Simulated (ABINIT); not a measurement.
**SnTe2 (Fm-3m): zone-centre phonons**

Which modes does SnTe2 (Fm-3m) have at the zone centre?

Method: DFT LDA, scalar-relativistic, plane waves, HGH norm-conserving pseudopotentials, in ABINIT 10.8.3.

The structure was built from a prototype and need not be the compound's stable phase.

## (1) The starting structure

It takes space group Fm-3m (No. 225, cubic). The conventional cell has a = 7.242 Å, b = 7.242 Å, c = 7.242 Å, α = 90.00°, β = 90.00°, γ = 90.00°. Nearest to Sn lie 8 Te at 3.14 Å. Te has 4 Sn at 3.14 Å nearest. Farther neighbours and most contacts between anions are not listed.

## (2) A probe with smearing

A first run with smearing and empty bands tells whether the crystal has a gap, which decides between fixed occupations and smearing later on.

Input file probe.abi:

```
# ground state
tolvrs 1.0d-08
prtden 1
prtwf 1

# basis, mesh and filling
ecut 20.0
ixc 7
ngkpt 4 4 4
nshiftk 1
shiftk 0.0 0.0 0.0
istwfk *1
occopt 7
tsmear 0.005
nband 14
nstep 100
diemac 9.0
prtebands 0
prtgsr 0

# cell and atoms
acell 3*1.0 Angstrom
rprim 
    -3.62115244 0.0 3.62115244
    0.0 3.62115244 3.62115244
    -3.62115244 3.62115244 0.0
ntypat 2
znucl 50 52
natom 3
typat 1 2 2
xred 
    0.0 0.0 0.0
    0.75 0.75 0.75
    0.25 0.25 0.25
pp_dirpath "./pseudo"
pseudos "Sn.hgh, Te.hgh"
```

Run with:

```
> OMP_NUM_THREADS=1 mpirun -n 4 abinit probe.abi > probe.log
```

Numbers of over 12 decimals in the logs are rounded to 6 here.

probe.abo, the main output file:

```text
[banners, grids, parts of the stress and lines that vanish by symmetry left out]
- input  file    -> probe.abi
- output file    -> probe.abo
- root for input  files -> probei
[...]
Symmetries : space group Fm -3 m (#225); Bravais cF (face-center cubic)
[...]
mpw =        2764          nfft =       64000          nkpt =           8
[...]
== DATASET  1 ==================================================================
[...]
cutoff_energies: {ecut:  20.0, pawecutdg:  -1.0, }
[...]
Exchange-correlation functional for the present dataset will be:
  LDA: Perdew-Wang 92 LSD fit to Ceperley-Alder data - ixc=7
[...]
ETOT  1  -20.023182299878    -2.002E+01 3.141E-02 1.971E+01
 ETOT  2  -20.036875892258    -1.369E-02 7.221E-04 1.219E+00
 ETOT  3  -20.037002084995    -1.262E-04 2.031E-04 2.178E-01
 ETOT  4  -20.037022894783    -2.081E-05 3.019E-05 2.378E-02
 ETOT  5  -20.037024891134    -1.996E-06 1.036E-05 5.980E-05
 ETOT  6  -20.037024895053    -3.920E-09 3.979E-06 2.303E-07
 ETOT  7  -20.037024895079    -2.559E-11 7.175E-07 1.753E-09
 At SCF step    7       vres2   =  1.75E-09 < tolvrs=  1.00E-08 =>converged.
[...]
sigma(1 1)= -6.80782212E-06  sigma(3 2)=  0.00000000E+00
  sigma(2 2)= -6.80782212E-06  sigma(3 1)=  0.00000000E+00
  sigma(3 3)= -6.80782212E-06  sigma(2 1)=  0.00000000E+00
[...]
convergence: {deltae: -2.559E-11, res2:  1.753E-09, residm:  7.175E-07, diffor: null, }
etotal    :  -2.00370249E+01
[...]
sigma(1 1)= -6.80782212E-06  sigma(3 2)=  0.00000000E+00
  sigma(2 2)= -6.80782212E-06  sigma(3 1)=  0.00000000E+00
  sigma(3 3)= -6.80782212E-06  sigma(2 1)=  0.00000000E+00
[...]
- sigma(1 1)= -2.00293042E-01  sigma(3 2)=  0.00000000E+00
- sigma(2 2)= -2.00293042E-01  sigma(3 1)=  0.00000000E+00
- sigma(3 3)= -2.00293042E-01  sigma(2 1)=  0.00000000E+00
[...]
fcart     -0.0000000000E+00 -0.0000000000E+00 -0.0000000000E+00
           strten     -6.8078221232E-06 -6.8078221232E-06 -6.8078221232E-06
================================================================================

[key lines of the parts left out:]
pressure_GPa:   2.0029E-01
```

The job ended after 2.4 s (4 MPI ranks of Arm Neoverse V2, shared host).

Numbers from this step:

```yaml
volume_per_atom: 31.66 Å³
pressure: 0.2003 GPa
gap_on_the_k_mesh: 0 eV
```

No gap opens on this mesh, so smearing is kept; the printed pressure holds the stress of the finite basis too.

## (3) Rough relaxation

The typed start is rough, so a first relaxation with smearing and loose thresholds takes it towards rest cheaply.

Input file prerelax.abi:

```
# relaxation
ionmov 2
optcell 2
dilatmx 1.15
chkdilatmx 0
ntime 40
tolmxf 3.0d-04
tolvrs 1.0d-10
prtwf 0
prtden 0
chksymtnons 0

# basis, mesh and filling
ecut 21.0
ecutsm 3.0
ixc 7
ngkpt 4 4 4
nshiftk 1
shiftk 0.0 0.0 0.0
istwfk *1
occopt 7
tsmear 0.005
nband 14
nstep 100
diemac 1000000.0
prtebands 0
prtgsr 0

# cell and atoms
acell 3*1.0 Angstrom
rprim 
    -3.62115244 0.0 3.62115244
    0.0 3.62115244 3.62115244
    -3.62115244 3.62115244 0.0
ntypat 2
znucl 50 52
natom 3
typat 1 2 2
xred 
    0.0 0.0 0.0
    0.75 0.75 0.75
    0.25 0.25 0.25
pp_dirpath "./pseudo"
pseudos "Sn.hgh, Te.hgh"
```

Run with:

```
> OMP_NUM_THREADS=1 mpirun -n 4 abinit prerelax.abi > prerelax.log
```

prerelax.abo, the main output file:

```text
[banners, grids, parts of the stress and lines that vanish by symmetry left out]
- input  file    -> prerelax.abi
- output file    -> prerelax.abo
- root for input  files -> prerelaxi
[...]
Symmetries : space group Fm -3 m (#225); Bravais cF (face-center cubic)
[...]
mpw =        4520          nfft =      110592          nkpt =           8
[...]
== DATASET  1 ==================================================================
[...]
cutoff_energies: {ecut:  21.0, pawecutdg:  -1.0, }
[...]
Exchange-correlation functional for the present dataset will be:
  LDA: Perdew-Wang 92 LSD fit to Ceperley-Alder data - ixc=7
[...]
ETOT  1  -20.022496167684    -2.002E+01 2.819E-02 3.368E+01
 ETOT  2  -20.036821118722    -1.432E-02 1.021E-03 1.962E+00
 ETOT  3  -20.036918247452    -9.713E-05 5.784E-04 3.680E-01
 ETOT  4  -20.036933072022    -1.482E-05 1.236E-04 4.047E-02
[...]
ETOT  7  -20.036960642278     3.944E-13 1.876E-08 3.534E-12
 At SCF step    7       vres2   =  3.53E-12 < tolvrs=  1.00E-10 =>converged.
[...]
sigma(1 1)= -9.34230197E-08  sigma(3 2)=  0.00000000E+00
  sigma(2 2)= -9.34230197E-08  sigma(3 1)=  0.00000000E+00
  sigma(3 3)= -9.34230197E-08  sigma(2 1)=  0.00000000E+00
[...]
convergence: {deltae:  3.944E-13, res2:  3.534E-12, residm:  1.876E-08, diffor: null, }
etotal    :  -2.00369606E+01
[...]
At Broyd/MD step   3, gradients are converged :
[...]
sigma(1 1)= -9.34230197E-08  sigma(3 2)=  0.00000000E+00
  sigma(2 2)= -9.34230197E-08  sigma(3 1)=  0.00000000E+00
  sigma(3 3)= -9.34230197E-08  sigma(2 1)=  0.00000000E+00
[...]
- sigma(1 1)= -2.74860014E-03  sigma(3 2)=  0.00000000E+00
- sigma(2 2)= -2.74860014E-03  sigma(3 1)=  0.00000000E+00
- sigma(3 3)= -2.74860014E-03  sigma(2 1)=  0.00000000E+00
[...]
fcart     -0.0000000000E+00 -0.0000000000E+00 -0.0000000000E+00
           strten     -9.3423019720E-08 -9.3423019716E-08 -9.3423019720E-08
================================================================================

[key lines of the parts left out:]
pressure_GPa:   2.7486E-03
Total energy (etotal) [Ha]= -2.00369606422781E+01
```

The job ended after 8.5 s (4 MPI ranks).

The steps of the relaxation:

```
step  energy less that of the first step (eV)  largest force (eV/Å)  volume (Å³)
   1                                   0.0000                0.0000        94.97
   2                                  -0.0002                0.0000        95.06
   3                                  -0.0007                0.0000        95.65
```

```
conventional cell, symmetrised  before  after  change
                         a (Å)   7.242  7.260  +0.2 %
                         b (Å)   7.242  7.260  +0.2 %
                         c (Å)   7.242  7.260  +0.2 %
              volume (Å³/atom)   31.66  31.88  +0.7 %
```

The relaxed structure:

```
Sn Te
1.0
    -3.62984    0.00000    3.62984
     0.00000    3.62984    3.62984
    -3.62984    3.62984    0.00000
Sn Te
1 2
Direct
  0.00000 0.00000 0.00000
  0.75000 0.75000 0.75000
  0.25000 0.25000 0.25000
```

Read from the output:

| Property | Result |
| --- | --- |
| volume per atom | 31.88 Å³ |
| pressure | 0.002749 GPa |

The volume changes by +0.7 % in this run and stands +0.7 % from the first cell.

## (4) Relaxing the cell and atoms

The harmonic expansion needs vanishing forces, and a free crystal bears no stress, so cell and atoms are brought to rest. Stress is more sensitive to the basis than forces are: the last 3 Ha under the cutoff are smoothed with ecutsm, and the cutoff is raised above that of the later runs.

Input file relax.abi:

```
# relaxation
ionmov 2
optcell 2
dilatmx 1.08
ntime 40
tolmxf 1.0d-05
tolvrs 1.0d-14
prtwf 0
prtden 0
chksymtnons 0

# basis, mesh and filling
ecut 26.0
ecutsm 3.0
ixc 7
ngkpt 6 6 6
nshiftk 1
shiftk 0.0 0.0 0.0
istwfk *1
occopt 7
tsmear 0.01
nband 14
nstep 100
diemac 1000000.0
prtebands 0
prtgsr 0

# cell and atoms
acell 3*1.0 Angstrom
rprim 
    -3.629843056 0.0 3.629843056
    0.0 3.629843056 3.629843056
    -3.629843056 3.629843056 0.0
ntypat 2
znucl 50 52
natom 3
typat 1 2 2
xred 
    0.0 0.0 0.0
    0.75 0.75 0.75
    0.25 0.25 0.25
pp_dirpath "./pseudo"
pseudos "Sn.hgh, Te.hgh"
```

Run with:

```
> OMP_NUM_THREADS=1 mpirun -n 4 abinit relax.abi > relax.log
```

relax.abo, the main output file:

```text
[banners, grids, parts of the stress and lines that vanish by symmetry left out]
- input  file    -> relax.abi
- output file    -> relax.abo
- root for input  files -> relaxi
[...]
Symmetries : space group Fm -3 m (#225); Bravais cF (face-center cubic)
[...]
mpw =        5168          nfft =      125000          nkpt =          16
[...]
== DATASET  1 ==================================================================
[...]
cutoff_energies: {ecut:  26.0, pawecutdg:  -1.0, }
[...]
Exchange-correlation functional for the present dataset will be:
  LDA: Perdew-Wang 92 LSD fit to Ceperley-Alder data - ixc=7
[...]
ETOT  1  -20.023859207773    -2.002E+01 2.842E-02 3.702E+01
 ETOT  2  -20.040191265679    -1.633E-02 1.699E-03 2.509E+00
 ETOT  3  -20.040318877431    -1.276E-04 3.127E-03 4.479E-01
 ETOT  4  -20.040334984628    -1.611E-05 1.272E-03 6.605E-02
 ETOT  5  -20.040337692125    -2.707E-06 2.852E-04 8.865E-05
[...]
At SCF step   10       vres2   =  3.98E-15 < tolvrs=  1.00E-14 =>converged.
[...]
sigma(1 1)=  4.25269416E-06  sigma(3 2)=  0.00000000E+00
  sigma(2 2)=  4.25269416E-06  sigma(3 1)=  0.00000000E+00
  sigma(3 3)=  4.25269416E-06  sigma(2 1)=  0.00000000E+00
[...]
convergence: {deltae:  3.411E-13, res2:  3.975E-15, residm:  5.404E-06, diffor: null, }
etotal    :  -2.00403377E+01
[...]
ETOT  1  -20.040338649296    -2.004E+01 4.832E-06 3.928E-04
[...]
At SCF step    8       vres2   =  1.04E-16 < tolvrs=  1.00E-14 =>converged.
[...]
sigma(1 1)=  3.67448280E-06  sigma(3 2)=  0.00000000E+00
  sigma(2 2)=  3.67448280E-06  sigma(3 1)=  0.00000000E+00
  sigma(3 3)=  3.67448280E-06  sigma(2 1)=  0.00000000E+00
[...]
convergence: {deltae:  4.690E-13, res2:  1.040E-16, residm:  2.925E-06, diffor: null, }
etotal    :  -2.00403387E+01
[...]
ETOT  1  -20.040340481755    -2.004E+01 2.279E-05 1.574E-02
[...]
ETOT  7  -20.040341543506     9.059E-13 3.705E-06 5.370E-13
 ETOT  8  -20.040341543507    -8.313E-13 1.746E-06 4.180E-15
 At SCF step    8       vres2   =  4.18E-15 < tolvrs=  1.00E-14 =>converged.
[...]
sigma(1 1)= -1.58089967E-08  sigma(3 2)=  0.00000000E+00
  sigma(2 2)= -1.58089967E-08  sigma(3 1)=  0.00000000E+00
  sigma(3 3)= -1.58089967E-08  sigma(2 1)=  0.00000000E+00
[...]
convergence: {deltae: -8.313E-13, res2:  4.180E-15, residm:  1.746E-06, diffor: null, }
etotal    :  -2.00403415E+01
[...]
At Broyd/MD step   3, gradients are converged :
[...]
sigma(1 1)= -1.58089967E-08  sigma(3 2)=  0.00000000E+00
  sigma(2 2)= -1.58089967E-08  sigma(3 1)=  0.00000000E+00
  sigma(3 3)= -1.58089967E-08  sigma(2 1)=  0.00000000E+00
[...]
- sigma(1 1)= -4.65116740E-04  sigma(3 2)=  0.00000000E+00
- sigma(2 2)= -4.65116740E-04  sigma(3 1)=  0.00000000E+00
- sigma(3 3)= -4.65116740E-04  sigma(2 1)=  0.00000000E+00
[...]
fcart     -0.0000000000E+00 -0.0000000000E+00 -0.0000000000E+00
           strten     -1.5808996659E-08 -1.5808996659E-08 -1.5808996660E-08
================================================================================

[key lines of the parts left out:]
pressure_GPa:   4.6512E-04
Total energy (etotal) [Ha]= -2.00403415435068E+01
```

Run time: 24 s. Hardware: 4 MPI ranks.

Little changed from the start: no atom moved by 0.005 Å and no cell edge by 0.1 %.

Numbers from this step:

```yaml
volume_per_atom: 31.79 Å³
pressure: 4.65e-4 GPa
```

The volume changes by -0.3 % in this run and stands +0.4 % from the first cell.

## (5) Ground state

The response is built on these wavefunctions, so the potential is converged far more tightly than an energy would need. Smearing stays on, as the first look found no gap above 0.3 eV.

Input file gs.abi:

```
# ground state
tolvrs 1.0d-16
prtden 1
prtwf 1

# basis, mesh and filling
ecut 20.0
ixc 7
ngkpt 6 6 6
nshiftk 1
shiftk 0.0 0.0 0.0
istwfk *1
occopt 7
tsmear 0.01
nband 14
nstep 100
diemac 1000000.0
prtebands 0
prtgsr 0

# cell and atoms
acell 3*1.0 Angstrom
rprim 
    -3.626445274 0.0 3.626445274
    0.0 3.626445274 3.626445274
    -3.626445274 3.626445274 0.0
ntypat 2
znucl 50 52
natom 3
typat 1 2 2
xred 
    0.0 0.0 0.0
    0.75 0.75 0.75
    0.25 0.25 0.25
pp_dirpath "./pseudo"
pseudos "Sn.hgh, Te.hgh"
```

Run with:

```
> OMP_NUM_THREADS=1 mpirun -n 4 abinit gs.abi > gs.log
```

gs.abo, the main output file:

```text
[banners, grids, parts of the stress and lines that vanish by symmetry left out]
- input  file    -> gs.abi
- output file    -> gs.abo
- root for input  files -> gsi
[...]
Symmetries : space group Fm -3 m (#225); Bravais cF (face-center cubic)
[...]
mpw =        2778          nfft =       64000          nkpt =          16
[...]
== DATASET  1 ==================================================================
[...]
cutoff_energies: {ecut:  20.0, pawecutdg:  -1.0, }
[...]
Exchange-correlation functional for the present dataset will be:
  LDA: Perdew-Wang 92 LSD fit to Ceperley-Alder data - ixc=7
[...]
ETOT  1  -20.024979941992    -2.002E+01 2.614E-02 1.919E+01
 ETOT  2  -20.039750216824    -1.477E-02 1.499E-03 1.268E+00
 ETOT  3  -20.039870294059    -1.201E-04 1.368E-03 2.313E-01
 ETOT  4  -20.039886568169    -1.627E-05 2.904E-04 3.231E-02
 ETOT  5  -20.039889171970    -2.604E-06 4.081E-04 4.637E-05
[...]
ETOT 10  -20.039889176140    -2.167E-13 9.932E-06 2.257E-15
 ETOT 11  -20.039889176140     1.705E-13 1.160E-05 2.211E-17
 At SCF step   11       vres2   =  2.21E-17 < tolvrs=  1.00E-16 =>converged.
[...]
sigma(1 1)=  4.15559281E-06  sigma(3 2)=  0.00000000E+00
  sigma(2 2)=  4.15559281E-06  sigma(3 1)=  0.00000000E+00
  sigma(3 3)=  4.15559281E-06  sigma(2 1)=  0.00000000E+00
[...]
convergence: {deltae:  1.705E-13, res2:  2.211E-17, residm:  1.160E-05, diffor: null, }
etotal    :  -2.00398892E+01
[...]
sigma(1 1)=  4.15559281E-06  sigma(3 2)=  0.00000000E+00
  sigma(2 2)=  4.15559281E-06  sigma(3 1)=  0.00000000E+00
  sigma(3 3)=  4.15559281E-06  sigma(2 1)=  0.00000000E+00
[...]
- sigma(1 1)=  1.22261762E-01  sigma(3 2)=  0.00000000E+00
- sigma(2 2)=  1.22261762E-01  sigma(3 1)=  0.00000000E+00
- sigma(3 3)=  1.22261762E-01  sigma(2 1)=  0.00000000E+00
[...]
fcart     -0.0000000000E+00 -0.0000000000E+00 -0.0000000000E+00
           strten      4.1555928115E-06  4.1555928115E-06  4.1555928115E-06
================================================================================

[key lines of the parts left out:]
pressure_GPa:  -1.2226E-01
```

Run time: 5.4 s. Hardware: 4 MPI ranks.

This step gave:

| Quantity | Value |
| --- | --- |
| pressure | -0.1223 GPa |

The cell stands at -0.12 GPa: the relaxation ran with a smoothed and higher cutoff, and the difference is a stress of the finite basis.

(Continued in part 2 of 2.)

[Host names and launcher messages were left out of these logs when they were recorded.]

[Logs are printed without paths, hosts, clocks, repeated set-up lines and the standing remarks that a program may print on its own settings, such as how far it seeks lower states.]

[Hosts, paths, dates, database ids (printed as entryN), source tags and the programs' standing remarks are cut or masked in the printed files.]
